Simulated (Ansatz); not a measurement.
# Cs2NaErF6: which shell does photoemission see at 21.2 and 1486.7 eV? (LDA)

The valence band of Cs2NaErF6 mixes several shells. Work out by hand which one leads the spectrum's area at each photon energy.

Filled states come from the projected DOS of Ansatz 0.2.0 (LDA+U, plane waves); cross sections σ and asymmetry parameters β are those of free atoms in a Dirac–Hartree–Slater calculation. A shell's area is states × σ × angular factor, which is 1 − β·P₂(cos θ)/2 for unpolarised light, with θ = 54.7° from the beam and P₂ = 0.001.

**At 21.2 eV** (states counted from 11.2 eV below the zero; other shells add 2.7 to the products' sum of 117):

| shell | filled states a cell | cross section (Mb an electron) | β | angular factor | product | share by hand (%) | share in the simulated spectrum (%) |
| --- | --- | --- | --- | --- | --- | --- | --- |
| Er 5p | 0.00 | 0 | 0.00 | 1.00 | 0 | 0 | 0 |
| Er 4f | 11.01 | 0.123 | 1.71 | 1.00 | 1.36 | 1 | 1 |
| Cs 5p | 10.98 | 4.07 | 1.86 | 1.00 | 44.6 | 38 | 38 |
| F 2s | 0.13 | 0 | 0.00 | 1.00 | 0 | 0 | 0 |
| F 2p | 33.91 | 2.03 | 0.40 | 1.00 | 68.7 | 59 | 59 |

**At 1486.7 eV** (states counted from 22.7 eV below the zero; other shells add 0.0083 to the products' sum of 0.1):

| shell | filled states a cell | cross section (Mb an electron) | β | angular factor | product | share by hand (%) | share in the simulated spectrum (%) |
| --- | --- | --- | --- | --- | --- | --- | --- |
| Er 5p | 5.87 | 0.00193 | 1.68 | 1.00 | 0.0113 | 11 | 11 |
| Er 4f | 11.05 | 0.00433 | 1.06 | 1.00 | 0.0478 | 48 | 48 |
| Cs 5p | 10.98 | 0.00114 | 1.73 | 1.00 | 0.0125 | 12 | 13 |
| F 2s | 11.25 | 0.00141 | 2.00 | 1.00 | 0.0159 | 16 | 16 |
| F 2p | 34.05 | 0.000125 | 0.60 | 1.00 | 0.00427 | 4 | 4 |

F 2p leads at 21.2 eV and Er 4f at 1486.7 eV. Between the two energies σ of F 2p changes by a factor 6.2e-5 and that of Er 4f by 0.035, so their ratio moves 569-fold in favour of the second. The simulated spectrum uses the same rule on the energy-resolved DOS, so the two share columns agree within a few points.

Only crystals where the two columns agree within 4 points and the lead is clear are worked in this form. Free-atom cross sections ignore the solid's final states, no escape depth or background enters, and the count of states a shell hangs on the projection.
